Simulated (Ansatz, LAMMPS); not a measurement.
## Localised basis functions on glassy 25SiO2-50B2O3-12CaO-12Na2O (mol %) (62 atoms)

Aim: test how closely localised support functions follow the reference on glassy 25SiO2-50B2O3-12CaO-12Na2O (mol %) (62 atoms), and at what cost. A setting counts as converged where the r.m.s. difference of forces stays under 1 % of the r.m.s. force.

Program: Ansatz 0.2.0. Level of theory: Kohn-Sham DFT, PBE, PAW (set soft_2), plane waves. Results are calculated unless marked as measured.

This is a report of a sequence of runs, with most program output left out.

**1. The starting structure**

The cell holds 62 atoms: 4 Si, 16 B, 2 Ca, 4 Na and 36 O. Cell: a = 9.092 Å, b = 9.092 Å, c = 9.092 Å, α = 90.0°, β = 90.0°, γ = 90.0°. 62 atoms (4 Si, 16 B, 2 Ca, 4 Na, 36 O) placed at random at 2.2 g/cm³, melted at 3000 K for 20 ps at fixed volume with the Buckingham and Coulomb pair potential of Guillot and Sator (Geochim. Cosmochim. Acta 71, 1249 (2007)) with the boron terms of Wang et al. (J. Non-Cryst. Solids 498, 294 (2018)). Quenched from 3000 K to 300 K at 20 K/ps and fixed volume, held 10 ps at zero pressure.

What the set-up can't give: The quench rate of 20 K/ps is orders of magnitude faster than experiment, which tends to freeze in extra defects. The starting topology of bonds comes from the classical model, and needn't be the one that DFT or experiment would give. The Brillouin zone is sampled at Γ only, in a cell whose shortest periodic width is 9 Å.

**2. Making the structure**

A classical potential supplies the starting structure, since it reaches far longer times than DFT.

This step: classical MD, Buckingham and Coulomb pair potential of Guillot and Sator (Geochim. Cosmochim. Acta 71, 1249 (2007)) with the boron terms of Wang et al. (J. Non-Cryst. Solids 498, 294 (2018)) (LAMMPS 22 Jul 2025 - Update 4).

File in.lmp:

```
# melt-quench of Si4B16Ca2Na4O36
units metal
atom_style charge
boundary p p p
region box block 0 9.2009 0 9.2009 0 9.2009
create_box 5 box
mass 1 28.0850   # Si
mass 2 10.8100   # B
mass 3 40.0780   # Ca
mass 4 22.9898   # Na
mass 5 15.9990   # O
create_atoms 1 random 4 859973 NULL overlap 1.5 maxtry 2000
create_atoms 2 random 16 859980 NULL overlap 1.5 maxtry 2000
create_atoms 3 random 2 859987 NULL overlap 1.5 maxtry 2000
create_atoms 4 random 4 859994 NULL overlap 1.5 maxtry 2000
create_atoms 5 random 36 860001 NULL overlap 1.5 maxtry 2000
pair_style buck/coul/long 9.0
pair_coeff * * 0.0 1.0 0.0
pair_coeff 1 5 50306.10 0.161 46.2978   # Si-O
pair_coeff 2 5 206941.81 0.124 35.0018   # B-O
pair_coeff 3 5 155667.70 0.178 42.2597   # Ca-O
pair_coeff 4 5 120303.80 0.17 0   # Na-O
pair_coeff 5 5 9022.79 0.265 85.0921   # O-O
pair_coeff 2 2 484.40 0.35 0.0   # B-B
pair_coeff 1 2 337.70 0.29 0.0   # Si-B
set type 1 charge 1.89
set type 2 charge 1.4175
set type 3 charge 0.945
set type 4 charge 0.4725
set type 5 charge -0.945
kspace_style pppm 1.0e-4
neigh_modify delay 0 every 1 check yes
thermo_style custom step time temp pe press density
thermo_modify norm yes
# [... 17 lines left out ...]
fix md all nvt temp 3000 300 0.1
run 135000 post no
unfix md
thermo 3333
fix md all npt temp 300 300 0.1 iso 0 0 1
run 10000 post no
unfix md
write_dump all custom glass.dump id type xs ys zs modify sort id
```

On the command line:

```
$ lmp -in in.lmp -log none -nocite
```

Elapsed: 53 s, on 1 thread of Arm Neoverse V1, shared host; peak memory 0.069 GiB.

**3. Plane-wave single point**

The first run uses the default basis; a harder plane-wave run follows as the reference for the support functions.

File input.yaml:

```yaml
crystal:
  lattice:
    - [9.09236, 0.0, 0.0]
    - [0.0, 9.09236, 0.0]
    - [0.0, 0.0, 9.09236]
  atoms:
    - { symbol: Si, position: [0.20337, 0.89623, 0.31192] }
    - { symbol: Si, position: [0.85106, 0.46697, 0.4586] }
    - { symbol: Si, position: [0.92762, 0.03494, 0.59401] }
    - { symbol: Si, position: [0.11002, 0.4751, 0.92523] }
    - { symbol: B, position: [0.45439, 0.62602, 0.60198] }
    - { symbol: B, position: [0.07785, 0.19044, 0.81501] }
    - { symbol: B, position: [0.74559, 0.96884, 0.30273] }
    - { symbol: B, position: [0.30076, 0.41029, 0.45754] }
[... 50 atom lines left out ...]
    - { symbol: O, position: [0.0404, 0.187, 0.2033] }
    - { symbol: O, position: [0.08119, 0.11944, 0.95413] }
    - { symbol: O, position: [0.86362, 0.87505, 0.30407] }
    - { symbol: O, position: [0.94837, 0.48782, 0.00835] }
kpoints:
  mp_grid: { grid: [1, 1, 1] }
hamiltonian:
  xc: pbe
scf:
  occupations: { method: fixed }
output:
  forces: true
  stress: true
  populations: true
  dos:
    method: { smearing: { sigma: 0.1 } }
    de: 0.1
    projected: { site_lists: { B: [B], Ca: [Ca], Na: [Na], O: [O], Si: [Si] } }
  eigenvalues: true
  write_density: true
  write_potential: true
  volumetric_format: npy
```

On the command line:

```
$ ansatz run input.yaml --threads 4 --pin off --max-ram 8192MiB --backend cpu --events-out ev --progress --plain --runs-dir out
```

Wall time 8.6 s (4 threads of Arm Neoverse V1, shared host); peak memory 0.88 GiB; 30 s of CPU time.

Read from the output:

* free energy: -35098.1018 eV
* free energy per atom: -566.0984 eV/atom
* SCF cycles: 10
* pressure: -3.423 GPa
* r.m.s. force component: 1.193 eV/Å
* longest force: 4.653 eV/Å
* Fermi energy: 4.808 eV
* gap (highest filled to lowest empty level): 1.447 eV
* spilling of the projection: 0.009675

The r.m.s. force component of 1.2 eV/Å sets the scale for the differences below.

**4. Plane waves at 750 eV (750 eV)**

The grid of the support functions holds more waves than the default cutoff, so they are judged against a harder plane-wave run.

input.yaml, the sections that differ from step 3:

```yaml
output:
  forces: true
  eigenvalues: true
basis:
  ecutwfc: "750 eV"
# crystal, kpoints, hamiltonian, scf: as in step 3
```

Wall time 12 s (4 threads); peak memory 1.7 GiB.

Forces differ from the reference by 0.94 meV/Å r.m.s., 0.079 % of their size, well within a tolerance of 1 %; the energy by -3.9 meV/atom. It took 12 s and 10 cycles; the reference's time can't be set against it, since the two runs asked for unlike analyses.

**5. Support functions medium**

With localised support functions most steps grow linearly with size, though the diagonalisation grows faster unless the density matrix is cut; this run measures error and cost at this size. Besides, the program derives a nominal cutoff of 464 eV for this run, against the reference's 750.

This step: Kohn-Sham DFT, PBE, PAW (set soft_2), localised support functions (medium) (Ansatz 0.2.0).

input.yaml, the sections that differ from step 4:

```yaml
scf:
  occupations: { method: fixed }
  eigensolver: { kind: { support_functions: { accuracy: medium } } }
  max_iter: 150
# crystal, kpoints, hamiltonian, output: as in step 4
# basis: removed
```

Run time: 93 s. Hardware: 4 threads; peak memory 2.7 GiB.

The program notes that the band table was not solved further than the SCF left it and it switched symmetry off.

Keys that differ from the reference: basis.ecutwfc removed, support_functions.accuracy = "medium" and scf.max_iter = 150.

Forces differ from the reference by 0.27 meV/Å r.m.s., 0.022 % of their size, well within a tolerance of 1 %; the energy by -0.78 meV/atom. It took 7.4 times the reference's time (shared host, so rough).

**6. Support functions low**

The cell is solved in localised support functions. Besides, the program derives a nominal cutoff of 420 eV for this run, against the reference's 750.

This step: Kohn-Sham DFT, PBE, PAW (set soft_2), localised support functions (low) (Ansatz 0.2.0).

input.yaml, the sections that differ from step 5:

```yaml
scf:
  occupations: { method: fixed }
  eigensolver: { kind: { support_functions: { accuracy: low } } }
  max_iter: 150
# crystal, kpoints, hamiltonian, output: as in step 5
```

It took 83 s on 4 threads; peak memory 2.6 GiB; 5.3 min of CPU time.

Keys that differ from the reference: basis.ecutwfc removed, support_functions.accuracy = "low" and scf.max_iter = 150.

Forces differ from the reference by 0.32 meV/Å r.m.s., 0.027 % of their size, well within a tolerance of 1 %; the energy by -0.78 meV/atom. It took 6.6 times the reference's time (shared host, so rough).

**7. Support functions high**

The cell is solved in localised support functions.

This step: Kohn-Sham DFT, PBE, PAW (set soft_2), localised support functions (high) (Ansatz 0.2.0).

input.yaml, the sections that differ from step 6:

```yaml
scf:
  occupations: { method: fixed }
  eigensolver: { kind: { support_functions: { accuracy: high } } }
  max_iter: 150
# crystal, kpoints, hamiltonian, output: as in step 6
```

Elapsed: 11 s, on 4 threads; peak memory 0.5 GiB.

The input was rejected at the start.

The program's message: “Error: memory limit exceeded: the `scf loop` phase needs 9.77 GiB against the run's memory maximum of 8.00 GiB; largest carriers: support functions 8.05 GiB, density mixer 0.51 GiB, unmodelled-tail al …”

The refusal is over memory: the job needs 9.77 GiB where 8.00 GiB were allowed.

**8. Support functions high**

After the refusal for memory the run is tried again with basis.xc_grid typed, in the hope of saving memory. Against the reference, the basis becomes support functions and the exchange-correlation grid changes.

Changes to input.yaml since step 7:

```diff
@@ -18 +18,3 @@
   eigenvalues: true
+basis:
+  xc_grid: 1
```

Wall time 10 s (4 threads); peak memory 0.5 GiB.

The program refused the input before any cycle.

The program's message: “Error: memory limit exceeded: the `scf loop` phase needs 9.73 GiB against the run's memory maximum of 8.00 GiB; largest carriers: support functions 8.05 GiB, density mixer 0.51 GiB, unmodelled-tail al …”

The refusal is over memory: the job needs 9.73 GiB where 8.00 GiB were allowed.

**9. Support functions medium, radius 3.45 Å**

The radius confines each support function; a larger one gives more freedom and more work per atom. Besides, the program derives a nominal cutoff of 464 eV for this run, against the reference's 750.

This step: Kohn-Sham DFT, PBE, PAW (set soft_2), localised support functions (medium) (Ansatz 0.2.0).

input.yaml, the sections that differ from step 8:

```yaml
scf:
  occupations: { method: fixed }
  eigensolver: { kind: { support_functions: { accuracy: medium, radius: 3.45 } } }
  max_iter: 150
# crystal, kpoints, hamiltonian, output: as in step 8
# basis: removed
```

Run time: 87 s. Hardware: 4 threads; peak memory 2.5 GiB.

Keys that differ from the reference: basis.ecutwfc removed, support_functions.accuracy = "medium", support_functions.radius = 3.45 and scf.max_iter = 150.

Forces differ from the reference by 0.31 meV/Å r.m.s., 0.026 % of their size, well within a tolerance of 1 %; the energy by -0.78 meV/atom. It took 7.0 times the reference's time (shared host, so rough).

**10. Support functions medium, radius 3.74 Å**

input.yaml, the sections that differ from step 9:

```yaml
scf:
  occupations: { method: fixed }
  eigensolver: { kind: { support_functions: { accuracy: medium, radius: 3.74 } } }
  max_iter: 150
# crystal, kpoints, hamiltonian, output: as in step 9
```

Wall time 1.8 min (4 threads); peak memory 2.9 GiB.

Keys that differ from the reference: basis.ecutwfc removed, support_functions.accuracy = "medium", support_functions.radius = 3.74 and scf.max_iter = 150.

Forces differ from the reference by 0.24 meV/Å r.m.s., 0.020 % of their size, well within a tolerance of 1 %; the energy by -0.78 meV/atom. It took 8.6 times the reference's time (shared host, so rough).

**11. Support functions medium, radius 3.98 Å**

input.yaml, the sections that differ from step 10:

```yaml
scf:
  occupations: { method: fixed }
  eigensolver: { kind: { support_functions: { accuracy: medium, radius: 3.98 } } }
  max_iter: 150
# crystal, kpoints, hamiltonian, output: as in step 10
```

Run time: 2.2 min. Hardware: 4 threads; peak memory 3.3 GiB.

Keys that differ from the reference: basis.ecutwfc removed, support_functions.accuracy = "medium", support_functions.radius = 3.98 and scf.max_iter = 150.

Forces differ from the reference by 0.21 meV/Å r.m.s., 0.017 % of their size, well within a tolerance of 1 %; the energy by -0.78 meV/atom. It took 11 times the reference's time (shared host, so rough).

**12. Changed: basis.ecutwfc = "700 eV", scf.n_extra_bands = 2 and total_charge = -1**

Changed here: basis.ecutwfc = "700 eV", scf.n_extra_bands = 2 and total_charge = -1.

This step: Kohn-Sham DFT, PBE, PAW (set soft_2), plane waves (Ansatz 0.2.0).

input.yaml, the sections that differ from step 11:

```yaml
scf:
  occupations: { method: fixed }
  n_extra_bands: 2
output:
  forces: true
  stress: true
  populations: true
  dos:
    method: { smearing: { sigma: 0.08 } }
    de: 0.1
    projected: { site_lists: { B: [B], Ca: [Ca], Na: [Na], O: [O], Si: [Si] } }
  eigenvalues: true
basis:
  ecutwfc: "700 eV"
total_charge: -1
# crystal, kpoints, hamiltonian: as in step 11
```

Elapsed: 0.06 s, on 4 threads; peak memory 0.084 GiB.

The input was rejected at the start.

The program's message: “Error: inconsistent input (scf.occupations.method, magnetization): a σ = 0 step fill (method: fixed, or a smearing width below the step floor) cannot realise an odd electron count (337) without a lock …”

Runs without a result: support functions high (refused); support functions high (refused); basis.ecutwfc = "700 eV", scf.n_extra_bands = 2 and total_charge = -1 (refused).

**13. Cost against change**

Each row is set against the plane-wave reference (Kohn-Sham DFT, PBE, PAW (set soft_2), plane waves; r.m.s. force component 1.19 eV/Å). Energies are set beside the reference only for runs with its functional, potentials and electron count. Times are for 4 threads of Arm Neoverse V1, shared host. The reference's time includes the DOS, the stress and grids, which some other runs skip.

```csv
run,"Δ force, r.m.s. (meV/Å)",share of r.m.s. force (%),Δ energy (meV/atom),Δ gap (eV),cycles,time,host memory (GiB)
reference,-,-,-,-,10,8.6 s,0.88
plane waves at 750 eV (750 eV),0.939,0.0787,-3.94,4.0e-4,10,12 s,1.7
```

**14. The ladder side by side**

Differences are against the run with plane waves at 750 eV (Kohn-Sham DFT, PBE, PAW (set soft_2), plane waves), whose r.m.s. force component is 1.19 eV/Å. Energies are set beside the reference only for runs with its functional, potentials and electron count. Times are for 4 threads of Arm Neoverse V1, shared host.

```csv
run,"Δ force, r.m.s. (meV/Å)",share of r.m.s. force (%),Δ energy (meV/atom),Δ gap (eV),cycles,time,host memory (GiB)
reference,-,-,-,-,10,12 s,1.7
support functions medium,0.267,0.0224,-0.784,-6.0e-4,14,93 s,2.7
support functions low,0.319,0.0267,-0.783,-6.0e-4,13,83 s,2.6
"support functions medium, radius 3.45 Å",0.306,0.0256,-0.784,-5.0e-4,14,87 s,2.5
"support functions medium, radius 3.74 Å",0.242,0.0203,-0.784,-5.0e-4,14,1.8 min,2.9
"support functions medium, radius 3.98 Å",0.207,0.0173,-0.784,-5.0e-4,14,2.2 min,3.3
```

**15. The first run in detail**

The first run, on the default basis, asked for the full analyses, so its electronic structure is set out here.

Length of the force by element:

```csv
element,coordination,atoms,mean length of the force (eV/Å),spread,least,most
B,all,16,2.57,1.14,0.216,4.65
Ca,all,2,1.73,0.519,1.21,2.25
Na,all,4,0.686,0.269,0.436,1.12
O,all,36,1.55,0.836,0.152,3.92
Si,all,4,2.02,0.570,1.35,2.83
```

Löwdin charges by element (they lack the spilled electrons, 0.052 e an atom on average):

```csv
element,coordination,atoms,mean charge (e),spread,least,most
B,all,16,0.607,0.0443,0.513,0.680
Ca,all,2,1.79,0.0076,1.79,1.80
Na,all,4,0.822,0.0167,0.805,0.849
O,all,36,-0.562,0.154,-0.996,-0.359
Si,all,4,1.73,0.0402,1.68,1.79
```

States in the cell by windows of 1 eV, zero at the Fermi level; the larger projections on atomic orbitals stand beside the total:

```csv
from (eV),to (eV),total,O p,B p
-10,-9,15.6,10.9,2.8
-9,-8,18.9,13.2,4.0
-8,-7,10.0,7.1,2.2
-7,-6,17.5,13.5,2.6
-6,-5,25.9,21.7,1.9
-5,-4,32.7,29.4,1.5
-4,-3,34.6,32.4,0.7
-3,-2,18.7,17.7,0.4
-2,-1,13.9,13.1,0.3
-1,0,3.2,3.0,0.0
0,1,0.8,0.8,0.0
1,2,2.0,0.2,0.4
2,3,2.4,0.3,1.2
3,4,9.8,1.3,3.9
4,5,20.6,2.7,6.8
```

With fixed occupations the program's Fermi level is the highest filled level; weight inside the gap is the broadening of levels at its edges.

Between -26 and -10 eV lie 132 more states.

The levels nearest the highest filled one (over half full), pooled over k-points and spins:

```csv
level less the highest filled one (eV),occupation
-1.35,2
-1.28,2
-1.21,2
-1.15,2
-0.383,2
0,2
1.45,0
2.36,0
3.08,0
3.38,0
3.51,0
3.75,0
```

(Continued in part 2 of 2.)

[Logs are printed without paths, hosts, clocks, repeated set-up lines and the standing remarks that a program may print on its own settings, such as how far it seeks lower states.]

[Hosts, paths, dates, database ids (printed as entryN), source tags and the programs' standing remarks are cut or masked in the printed files.]
